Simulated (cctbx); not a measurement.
## TiGaS3 across an absorption edge

Space group Pnma (no. 62), a = 6.0350 Å, b = 8.7500 Å, c = 5.9040 Å, α = 90.00°, β = 90.00°, γ = 90.00°.

```csv
atom,mult.,x,y,z,Ueq (Å²)
Ga1,4,0,1/2,1/2,0.0086
Ti1,4,0.0569,1/4,0.9770,0.0101
S1,4,0.5544,3/4,0.8834,0.0102
S2,8,0.7991,0.4354,0.7971,0.0121
```

The model is made up (kin elements in a known structure type, no relaxation), so it says nothing on whether the phase exists.

Calculated with cctbx: free-atom f′ and f″ from the Sasaki tables, no fine structure; amplitudes in electrons.

```csv
E (eV),F 1 0 1,F 2 1 0,F 0 0 2,F 1 1 1
4366,77.9,14.5,83.0,23.8
4716,80.4,16.4,79.2,22.7
4846,82.9,18.2,76.3,21.7
4906,85.5,20.0,73.5,20.7
4936,88.2,21.9,70.6,19.7
4951,90.7,23.7,68.0,18.7
4958,93.1,25.3,65.5,17.9
4962,95.6,27.1,62.9,16.9
4970,96.8,28.1,63.0,17.3
4974,93.5,25.8,66.3,18.5
4981,90.6,23.8,69.2,19.5
4996,87.8,21.9,72.0,20.5
5026,84.5,19.7,75.1,21.6
5116,80.3,16.9,79.1,23.1
5366,75.7,13.9,83.0,24.6
```

**Question.** Which edge is crossed, and why do the reflections move as they do?

The K edge of Ti. The edge is at 4966 eV. f′ of Ti falls from -3.5 e at 4846 eV to -7.1 e at 4 eV below it, and f″ steps from 0.44 to 4.00 e across it. Over that approach |F| changes by +15 % (1 0 1), +49 % (2 1 0), -18 % (0 0 2) and -22 % (1 1 1): a reflection falls where Ti scatters in phase with the total and rises where it scatters against it; it hardly moves where the Ti term is small or cancels by symmetry. Above the edge the larger f″ enters the imaginary part, where it can add to or cancel the other atoms' f″. The structure is centrosymmetric, so Friedel mates stay equal.

[Logs are printed without paths, hosts, clocks, repeated set-up lines and the standing remarks that a program may print on its own settings, such as how far it seeks lower states.]
